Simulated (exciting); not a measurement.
Consider AlN, space group P6_3mc.

```cif
data_structure
_symmetry_space_group_name_H-M 'P 1'
_symmetry_Int_Tables_number 1
_cell_length_a 3.1130
_cell_length_b 3.1130
_cell_length_c 4.9810
_cell_angle_alpha 90.000
_cell_angle_beta 90.000
_cell_angle_gamma 120.000
_cell_volume 41.80
loop_
_atom_site_label
_atom_site_type_symbol
_atom_site_fract_x
_atom_site_fract_y
_atom_site_fract_z
_atom_site_occupancy
Al1 Al 0.66667 0.33333 0.50000 1
Al2 Al 0.33333 0.66667 0.00000 1
N3 N 0.66667 0.33333 0.88000 1
N4 N 0.33333 0.66667 0.38000 1
```

Absorber: atom 1, with 4 N at 1.89 Å (tetrahedral, site symmetry 3m). Method: exciting, all-electron LAPW+lo, LDA, exchange and screened direct term (singlet BSE), 5×5×3 shifted k points, 17 conduction bands, |G+q| up to 3 bohr⁻¹, full RPA screening with nempty = 38, Lorentzian half width 0.45 eV.

The database entry behind the starting cell differs from later determinations by our own check (inner coordinate u about 0.002 short), so it need not match the best structure at ambient conditions.

Q: What does the Al K spectrum look like, and is there a bound core exciton?

Bound core exciton? Undecided on this mesh: the first bright state (over 5 % of the brightest) lies at -0.17 eV from the Kohn–Sham onset and at -0.85 eV from the lowest bare transition of its own mesh; weaker or dark states reach down to -0.33 eV. Maxima (height): -0.1 eV (1.00), 5.4 eV (0.97), 8.9 eV (0.54) and 13.4 eV (0.24).

Energy from the Kohn–Sham onset, core level to the lowest empty state found on the meshes used; Im ε in relative units:

```csv
E (eV),Im ε
-4.0,0.02
-3.5,0.03
-3.0,0.04
-2.5,0.05
-2.0,0.07
-1.5,0.12
-1.0,0.23
-0.5,0.58
0.0,0.98
0.5,0.58
1.0,0.45
1.5,0.40
2.0,0.36
2.5,0.40
3.0,0.57
3.5,0.65
4.0,0.68
4.5,0.69
5.0,0.79
5.5,0.95
6.0,0.64
6.5,0.49
7.0,0.41
7.5,0.39
8.0,0.39
8.5,0.46
9.0,0.54
9.5,0.45
10.0,0.35
10.5,0.30
11.0,0.24
11.5,0.21
12.0,0.21
12.5,0.23
13.0,0.23
13.5,0.24
14.0,0.21
14.5,0.22
```

Binding energies aren't converged on 75 k points, and fine structure above the first lines is partly noise of the mesh. Exchange and the short-range direct term aren't converged in the kernel cutoff. The zero comes from the unshifted 6×6×3 ground-state mesh; it is exact only where the band minimum lies on that mesh. The structure is a published determination, not relaxed.

[Banner, clock and machine lines of the logs are left out without a mark of their own.]

[Logs are printed without paths, hosts, clocks, repeated set-up lines and the standing remarks that a program may print on its own settings, such as how far it seeks lower states.]

[Hosts, paths, dates, database ids (printed as entryN), source tags and the programs' standing remarks are cut or masked in the printed files.]
